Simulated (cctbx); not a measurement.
# Resonant diffraction in CeHf2

Space group Fd-3m (no. 227, origin choice 1), a = 8.5420 Å, b = 8.5420 Å, c = 8.5420 Å, α = 90.00°, β = 90.00°, γ = 90.00°.

```
atom  mult.    x    y    z  Ueq (Å²)
 Hf1     16  3/8  1/8  3/8    0.0133
 Ce1      8  1/4  3/4  1/4    0.0167
```

The model is made up (kin elements in a known structure type, no relaxation), so it says nothing on whether the phase exists.

Calculated with cctbx: free-atom f′ and f″ from the Sasaki tables, no fine structure; amplitudes in electrons.

| E (eV) | F 4 4 4 | F 2 2 2 | F 0 2 2 | F 4 2 2 |
| --- | --- | --- | --- | --- |
| 5123 | 418.9 | 873.5 | 313.3 | 237.7 |
| 5473 | 428.1 | 869.6 | 297.1 | 222.6 |
| 5603 | 437.3 | 868.1 | 284.0 | 210.4 |
| 5663 | 446.6 | 867.4 | 271.8 | 199.2 |
| 5693 | 455.9 | 867.0 | 260.0 | 188.2 |
| 5708 | 465.3 | 866.8 | 248.4 | 177.4 |
| 5715 | 473.7 | 866.8 | 238.1 | 167.9 |
| 5719 | 482.5 | 866.7 | 227.4 | 158.0 |
| 5727 | 481.4 | 866.6 | 234.0 | 168.3 |
| 5731 | 469.5 | 866.6 | 247.5 | 180.2 |
| 5738 | 459.4 | 866.5 | 258.8 | 190.3 |
| 5753 | 448.7 | 866.3 | 270.9 | 201.1 |
| 5783 | 438.5 | 865.9 | 282.0 | 211.2 |
| 5873 | 424.9 | 864.8 | 296.3 | 224.0 |
| 6123 | 422.5 | 861.7 | 295.3 | 222.7 |

**Question.** Which edge is crossed, and why do the reflections move as they do?

The L3 edge of Ce. The edge is at 5723 eV. f′ of Ce falls from -11.8 e at 5603 eV to -19.2 e at 4 eV below it, and f″ steps from 3.52 to 10.71 e across it. Over that approach |F| changes by +10 % (4 4 4), -0 % (2 2 2), -20 % (0 2 2) and -25 % (4 2 2): a reflection falls where Ce scatters in phase with the total and rises where it scatters against it; it hardly moves where the Ce term is small or cancels by symmetry. Above the edge the larger f″ enters the imaginary part, where it can add to or cancel the other atoms' f″. The structure is centrosymmetric, so Friedel mates stay equal.

[Logs are printed without paths, hosts, clocks, repeated set-up lines and the standing remarks that a program may print on its own settings, such as how far it seeks lower states.]
